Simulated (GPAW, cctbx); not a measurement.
# How far are the atoms of Ca2MnS4 from free atoms?

Aim: compute the bonding part of the density of Ca2MnS4, find which reflections carry it, and see how it biases an ordinary refinement.

The cell comes from substitution in a known structure type and wasn't matched to any measured phase. All numbers below are calculated.

## Step 1: Relax the structure

The density hangs on the geometry, so cell and atoms are relaxed first, with the symmetry held. The cutoff is set higher than for the density because stress converges slowly with plane waves.

Settings: GPAW 26.7.0, PBE, 570 eV, 3×3×3 k-points, Fermi–Dirac width 0.05 eV, spin-polarised, BFGS to 0.03 eV/Å.

```text
cell
1.0
     0.000000000   -4.567000000    0.000000000
     4.567000000    0.000000000    0.000000000
    -2.283500000    2.283500000    7.234000000
Mn Ca S
1 2 4
Direct
0.000000000 0.000000000 0.000000000
0.645500000 0.645500000 0.291000000
0.354500000 0.354500000 0.709000000
0.832100000 0.832100000 0.664200000
0.167900000 0.167900000 0.335800000
0.500000000 0.000000000 0.000000000
0.000000000 0.500000000 0.000000000
```

```console
$ OMP_NUM_THREADS=1 mpirun -n 4 gpaw python run.py > gpaw.log
```

```text
BFGS:    0      -38.534126        0.405908
BFGS:    1      -38.540500        0.389253
BFGS:    2      -38.597877        0.397679
BFGS:    3      -38.603574        0.389585
...
BFGS:    8      -38.661938        0.193163
BFGS:    9      -38.667100        0.073093
BFGS:   10      -38.667690        0.009489
cell  4.6503 4.6503 7.7188  107.53 107.53 90.00
volume 151.018 A^3, largest force 0.009 eV/A, largest stress 0.07 GPa
```

After 10 steps the volume has changed by +0.1 % and the energy by -0.134 eV; the largest stress left is 0.07 GPa. It took 5 min on 4 cores of Arm Neoverse V2 (shared host), peak memory 2 GiB.

Relaxed structure: I4/mmm (no. 139), a = 4.6503 Å, b = 4.6503 Å, c = 13.9667 Å, α = 90.00°, β = 90.00°, γ = 90.00°.

| atom | mult. | x | y | z |
| --- | --- | --- | --- | --- |
| Mn1 | 2 | 0 | 0 | 0 |
| Ca1 | 4 | 1/2 | 1/2 | 0.1350 |
| S1 | 4 | 1/2 | 1/2 | 0.3307 |
| S2 | 4 | 0 | 1/2 | 0 |

## Step 2: The all-electron density

X-rays see the whole electron density, so the PAW density is rebuilt with its core regions. Subtracting spherical free atoms from the same code cancels the cores and leaves the deformation density Δρ, the part due to bonding.

Settings: PBE, 450 eV, 4×4×4 k-points, Fermi–Dirac width 0.05 eV, spin-polarised; primitive cell of 7 atoms.

```console
$ OMP_NUM_THREADS=1 mpirun -n 4 gpaw python run.py > gpaw.log
```

```text
|iter:   1|       0s |  -38.489259 | +0.14 |       |  +4.0103|
|iter:   2|       3s |  -38.593247 | -1.20 | -1.13 |  +3.9734|
|iter:   3|       6s |  -38.475378 | -1.51 | -1.19 |  +3.7802|
...
|iter:  12|      33s |  -38.599531c| -5.12 | -3.52 |  +3.5520|
|iter:  13|      36s |  -38.599597c| -6.02 | -3.90 |  +3.5650|
|iter:  14|      39s |  -38.599602c| -7.40c| -4.38c|  +3.5659|
```

```text
gpts.py:43: UserWarning: Initial realspace grid (24,24,40) inconsistent with symmetries.
gpts.py:43: UserWarning: Initial realspace grid (24,24,40) inconsistent with symmetries.
gpts.py:43: UserWarning: Initial realspace grid (24,24,40) inconsistent with symmetries.
gpts.py:43: UserWarning: Initial realspace grid (24,24,40) inconsistent with symmetries.
gpts.py:70: UserWarning: Using symmetrized grid: (40,40,40).
gpts.py:70: UserWarning: Using symmetrized grid: (40,40,40).
gpts.py:70: UserWarning: Using symmetrized grid: (40,40,40).
gpts.py:70: UserWarning: Using symmetrized grid: (40,40,40).
grid (80, 80, 80)  electrons 129.000  moved by bonding 1.334 e
deformation density beyond 0.5 A of the nuclei: max 0.162, min -0.236 e/A^3
atom        x       y       z   Voronoi charge  moment
Mn1    0.0000  0.0000  0.0000      0.149       3.12
Ca2    0.6350  0.6350  0.2699      0.283       0.01
Ca3    0.3650  0.3650  0.7301      0.283       0.01
S 4    0.8307  0.8307  0.6614     -0.199       0.02
S 5    0.1693  0.1693  0.3386     -0.199       0.02
S 6    0.5000  0.0000  0.0000     -0.159       0.03
S 7    0.0000  0.5000  0.0000     -0.159       0.03
mean inner potential of superposed free atoms 14.750 V
total magnetic moment 3.566 muB
```

Deformation density in a plane through the shortest contact of the Mn atom at the origin, in 0.01 e/Å³ (clipped at ±99); x from -1.6 to 3.9 Å, y from 2.4 down to -2.4 Å:

```text
 -1   2   5   0   .   .   3   4   1  -2  -3  -3  -2   0   3   4
 -1   2   4   0   .   .   2   3   1  -2  -3  -3  -2   0   3   3
 -1   0   1   2   2   2   2   1   0  -1  -1  -1  -1  -1   1   2
  0  -1   0   3   7   6   1  -1  -1   1   2   2   1   0  -1   0
  2   0  -2  -3  -2  -2  -3  -2   1   2   4   4   3   1  -1  -3
  2   4  -2   1   .  -2  -3   1   4   1  -3   .  -1   4   3  -4
  2   7   0 -22   .   .  -8   3   7  -2   .   .  -5   6   6  -3
  2   4  -2   1   .  -2  -3   1   4   1  -3   .  -1   4   3  -4
  2   0  -2  -3  -2  -2  -3  -2   1   2   4   4   3   1  -1  -3
  0  -1   0   3   7   6   1  -1  -1   1   2   2   1   0  -1   0
 -1   0   1   2   2   2   2   1   0  -1  -1  -1  -1  -1   1   2
 -1   2   4   0   .   .   2   3   1  -2  -3  -3  -2   0   3   3
 -1   2   5   0   .   .   3   4   1  -2  -3  -3  -2   0   3   4
```

Atoms in or within 0.15 Å of the plane: Mn (0.0, 0.0), S (2.3, 0.0), S (0.0, 2.3), S (0.0, -2.3) Å. Dots mark points within about 0.45 Å of a nucleus; large values next to them are atomic features.

S gains most (-0.18 e) and Ca loses most (+0.28 e), in averages over each element's sites, as electronegativity suggests. Such charges fall far short of formal ones, since overlapping free atoms already put density on their neighbours. Along the shortest contact from the Mn atom at the map's origin, Mn–S at 2.33 Å, Δρ is +0.07 e/Å³ at the midpoint and highest, +0.07, 1.27 Å from Mn (points within 0.5 Å of a nucleus left out): a modest build-up. At the midpoints of other shortest contacts it is +0.03 (Ca–S, 2.73 Å) and -0.01 (S–S, 3.29 Å) e/Å³. Point values carry grid noise of about 0.01 e/Å³. The cell's moment is 3.57 μB; the largest inside an atomic sphere is 3.12 μB. The run needed 14 iterations, 50 s.

## Step 3: Structure factors

The Fourier components of Δρ, added to those of the free atoms, give the static X-ray structure factors; the Mott–Bethe relation turns them into the Fourier components V of the potential that fast electrons feel.

```text
static structure factors of the conventional cell: F in electrons, V (Mott-Bethe) in volts
   h  k  l      d  |F| table  |F| free   |F| DFT   change   |V| free  |V| DFT  change %
   0  0  2  6.9833    66.346    66.374    66.599    0.225     2.817    2.651     -5.9
   1  0  1  4.4122    26.302    26.226    26.556    0.330     0.571    0.474    -17.1
   0  0  4  3.4917     8.890     8.803     9.171    0.368     0.103    0.171     66.3
   1  0  3  3.2901    43.165    43.129    42.533   -0.596     1.494    1.591      6.6
   1  1  0  3.2883   104.022   104.048   104.418    0.371     4.258    4.198     -1.4
   1  1  2  2.9750    40.865    41.057    41.986    0.928     2.251    2.127     -5.5
   1  0  5  2.3946    87.832    87.703    87.926    0.223     3.060    3.041     -0.6
   1  1  4  2.3938    79.760    80.058    80.502    0.444     3.452    3.413     -1.1
   0  0  6  2.3278   143.052   143.035   142.994   -0.041     5.264    5.267      0.1
   2  0  0  2.3251   178.363   178.347   178.879    0.532     6.535    6.491     -0.7
   2  0  2  2.2061    49.160    49.007    49.122    0.115     1.564    1.555     -0.5
   2  1  1  2.0570    19.971    19.813    19.772   -0.041     0.536    0.539      0.5
   2  0  4  1.9353     6.619     6.464     6.241   -0.223     0.101    0.114     12.5
   1  1  6  1.8999    52.231    52.057    51.973   -0.083     1.479    1.483      0.3
```

The largest X-ray change is +0.93 e on 112, 2.3 % of |F|. For electrons V goes as (Z − F)/g², so a change of F counts against Z − F, which is small at low angle and wherever the atoms' terms cancel: |V| of 004 moves by +66.3 % (0.10 to 0.17 V) against +4.2 % in |F|. The tabulated Hartree–Fock atoms differ from the free DFT atoms by up to 0.30 e, so the choice of reference atom matters too.

## Step 4: The functional ladder

The same geometry is run with other functionals, to see whether the bonding signal is larger than the spread between approximations. Free atoms are LDA for LDA and PBE otherwise; meta-GGAs and hybrids keep PBE cores. Any other changed setting is in the row's label.

| run | ΔF 112 (e) | ΔF 103 (e) | ΔF 200 (e) | q(S) (e) | moved (e) | time |
| --- | --- | --- | --- | --- | --- | --- |
| PBE | +0.928 | -0.596 | +0.532 | -0.179 | 1.334 | 50 s |
| LDA | +0.792 | -0.484 | +0.469 | -0.160 | 1.239 | 47 s |
| SCAN | +1.047 | -0.773 | +0.549 | -0.219 | 1.529 | 3.6 min |

At the base's settings ΔF(112) spans +0.792 to +1.047 e, a spread of 27 % of the PBE value; over the three listed reflections the spread is at most 48 %, so the sign holds and the size hangs on the functional. The run marked unsound (smearing far too wide) gave no density. Times are from shared hosts.

## Step 5: Refining ordinary atoms against data with bonding

Routine crystallography fits spherical atoms. To see the bias, intensities are simulated from tabulated atoms plus the DFT change ΔF, so that bonding alone can misfit (5146 reflections of the full sphere, merged to the counts below, to 0.5 Å, 1.5 % proportional noise plus counting noise, assumed isotropic U as listed, Δρ smeared by the mean U) and refined with cctbx over different ranges.

| range | data | R1 | GooF | U Mn1 (true 0.006) | U Ca1 (true 0.0065) | U S1 (true 0.0069) | U S2 (true 0.0069) | largest shift (Å) | Δρ max, min (e/Å³) |
| --- | --- | --- | --- | --- | --- | --- | --- | --- | --- |
| all data | 425 | 0.0052 | 1.12 | 0.0060 | 0.0065 | 0.0069 | 0.0069 | 0.0001 | 0.22, -0.22 |
| low resolution, d > 0.84 | 106 | 0.0051 | 1.44 | 0.0061 | 0.0066 | 0.0069 | 0.0069 | 0.0001 | 0.10, -0.12 |
| high order, d < 0.75 | 280 | 0.0053 | 0.99 | 0.0060 | 0.0065 | 0.0068 | 0.0069 | 0.0001 | 0.21, -0.15 |
| occupancies free, d > 0.7 | 170 | 0.0047 | 1.28 | 0.0061 | 0.0066 | 0.0068 | 0.0070 | 0.0001 | 0.12, -0.16 |

With all data GooF is 1.12, diluted by the many high-angle data; the misfit shows at low resolution; the top residual peak lies 0.73 Å from S and 1.64 Å from Mn. No U is off by more than 3 s.u. at low resolution. With Mn1 held at 1 and the scale free, the other occupancies refine to Ca1 1.001(0.002), S1 0.999(0.002) and S2 1.001(0.002), within three s.u. of full.

## Step 6: Answer

Bonding moves 1.33 e in the primitive cell of Ca2MnS4 and changes the structure factors of the conventional cell in the table above by at most 0.93 e (112, 2.3 %), and among reflections above 2 % of the strongest by up to 4.2 % (004). The shortest bond, Mn–S, has Δρ = +0.07 e/Å³ at its midpoint. At the base's settings ΔF(112) spans +0.792 to +1.047 e, a spread of 27 % of the PBE value; over the three listed reflections the spread is at most 48 %, so the sign holds and the size hangs on the functional. With all data GooF is 1.12, diluted by the many high-angle data. Limits: static density, frozen cores, no spin–orbit coupling; a ferromagnetic start is the only order tried, and the real ground state may be antiferromagnetic or insulating; no Hubbard U on Mn.

[Outputs are excerpts: Python notices, other lines and further rows are left out; steps that failed or that the build refused (PBEsol, TPSS) are not shown.]

[Logs are printed without paths, hosts, clocks, repeated set-up lines and the standing remarks that a program may print on its own settings, such as how far it seeks lower states.]
